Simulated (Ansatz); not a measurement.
# Direct or indirect: SnSe2 (P-3m1)

```xyz
3
Lattice="3.8110 0.0000 0.0000 -1.9055 3.3004 0.0000 0.0000 0.0000 6.1360" Properties=species:S:1:pos:R:3 pbc="T T T"
Sn    0.0000    0.0000    0.0000
Se    1.9055    1.1001    4.6081
Se    0.0000    2.2003    1.5279
```

Method: Ansatz, PBE, independent particles, without spin-orbit coupling, line width 0.2 eV (Gaussian). The band structure gives a fundamental gap of 0.73 eV. The spectrum of vertical transitions near the edge:

```tsv
E (eV)	Im ε, E ∥ xy	Im ε, E ∥ z
0.24	0.00	0.00
0.36	0.00	0.00
0.48	0.00	0.00
0.60	0.00	0.00
0.72	0.00	0.00
0.84	0.00	0.02
0.96	0.01	0.10
1.08	0.10	0.38
1.20	0.43	1.03
1.32	1.10	2.40
1.44	1.92	4.65
1.56	2.68	7.24
1.68	3.40	9.11
1.80	4.12	9.92
1.92	4.81	9.98
2.04	5.46	9.69
2.16	6.06	9.20
2.28	6.60	8.55
2.40	6.96	7.62
2.52	6.95	6.43
```

Problem. Is the gap direct or indirect, and about where do vertical transitions set in?

Solution. Indirect, by the band path, whose least direct gap is 1.10 eV. The curves fit this: they stay near zero above 0.73 eV and rise only from about 1.1 eV, though a forbidden direct transition would look alike. Lines are broadened by 0.2 eV, which spreads the edge, and phonons, which would give weak absorption from the fundamental gap up, are left out.

[Logs are printed without paths, hosts, clocks, repeated set-up lines and the standing remarks that a program may print on its own settings, such as how far it seeks lower states.]
